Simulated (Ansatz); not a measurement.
Consider RbCuF3 (cubic perovskite) (Pm-3m).

The structure was built from a prototype and need not be the compound's stable phase.

```xyz
5
Lattice="0.0000 -3.9798 0.0000 0.0000 0.0000 3.9798 -3.9798 0.0000 0.0000" Properties=species:S:1:pos:R:3 pbc="T T T"
Rb    0.0000    0.0000    0.0000
Cu   -1.9899   -1.9899    1.9899
F     0.0000   -1.9899    1.9899
F    -1.9899   -1.9899    0.0000
F    -1.9899    0.0000    1.9899
```

The structure was relaxed with LDA. The structure type comes from a generator and need not be one that this composition takes. The structure was generated from a model, not taken from a measurement. The runs that relaxed it are not among those shown. The program's search for lower electronic states was switched off, so nothing shows that the state found is the lowest. PAW set soft_2, made with PBE.

A constrained-RPA run (Ansatz 0.2.0; non-magnetic LDA; Cu d + anion p, bands v14 to v1, 4×4×4 mesh, medium accuracy) builds 14 functions on bands 8.3 eV wide, with 27.0 electrons in the window. The bare on-site interaction is 28.1 eV and the bare J 0.98 eV.

**Question.** Estimate U, U′ and J.

On the Cu d shell, U = 11.52 eV (41 % of the bare value), U′ = 9.86 eV, J = 0.83 eV.

The parent state is non-magnetic and the interaction static (zero frequency); U depends on the window and the orbitals, so it belongs to this model alone. A window that holds the anion p bands defines a model with explicit ligands; its U belongs to that model and is not the U of DFT+U.

[Paths, hosts, dates, memory and timing lines, banners, echoed tables and standing remarks are left out of the program output.]

[Logs are printed without paths, hosts, clocks, repeated set-up lines and the standing remarks that a program may print on its own settings, such as how far it seeks lower states.]

[Runs of the session that timed out or met a known fault of the program may be left out.]

[Hosts, paths, dates, database ids (printed as entryN), source tags and the programs' standing remarks are cut or masked in the printed files.]
